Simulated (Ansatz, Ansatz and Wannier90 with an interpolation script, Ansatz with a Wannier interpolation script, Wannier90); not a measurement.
Planning a run of Ansatz 0.2.0 on GaN (P6_3mc). The input:

```yaml
crystal:
  lattice:
    - [3.1163999977, 0.0, 0.0]
    - [-1.5581999989, 2.6988815664, 0.0]
    - [0.0, 0.0, 5.2125800372]
  atoms:
    - { symbol: Ga, position: [0.3333333333, 0.6666666667, 0.0014709973] }
    - { symbol: Ga, position: [0.6666666667, 0.3333333333, 0.5014709973] }
    - { symbol: "N", position: [0.3333333333, 0.6666666667, 0.3735290027] }
    - { symbol: "N", position: [0.6666666667, 0.3333333333, 0.8735290027] }
kpoints:
  mp_grid: { grid: [6, 6, 4] }
hamiltonian:
  xc: lda
scf:
  occupations: { method: fixed }
gw:
  n_empty_bands: 147
  ecut_chi: 130.0
  qp_bands: [v6, c2]
  screening: { model: contour_deformation }
```

The database entry behind the starting cell differs from later determinations by our own check (about 0.3 % short, ideal inner coordinate), so it need not match the best structure at ambient conditions.

```sh
ansatz run input.yaml --threads 16 --pin off --max-ram 29491MiB --backend cpu --events-out ev --progress --plain --runs-dir out
```

Question: Estimate wall time and host memory on 16 threads of AMD EPYC 7R43, shared host.

It took 45 s; on shared hardware allow 23 s to 91 s. Peak host memory was 1.5 GiB. The sizes that set the cost: 881 plane waves a state, 21 irreducible k points, 165 bands summed, 135 plane waves in the screening and 7 SCF cycles.

The screening grows as filled bands × empty bands × pairs of k points, times the square of the screening basis for the matrix.

[Paths, hosts, dates, memory and timing lines, banners, echoed tables and standing remarks are left out of the program output.]

[Logs are printed without paths, hosts, clocks, repeated set-up lines and the standing remarks that a program may print on its own settings, such as how far it seeks lower states.]

[Runs of the session that timed out or met a known fault of the program may be left out.]

[Hosts, paths, dates, database ids (printed as entryN), source tags and the programs' standing remarks are cut or masked in the printed files.]
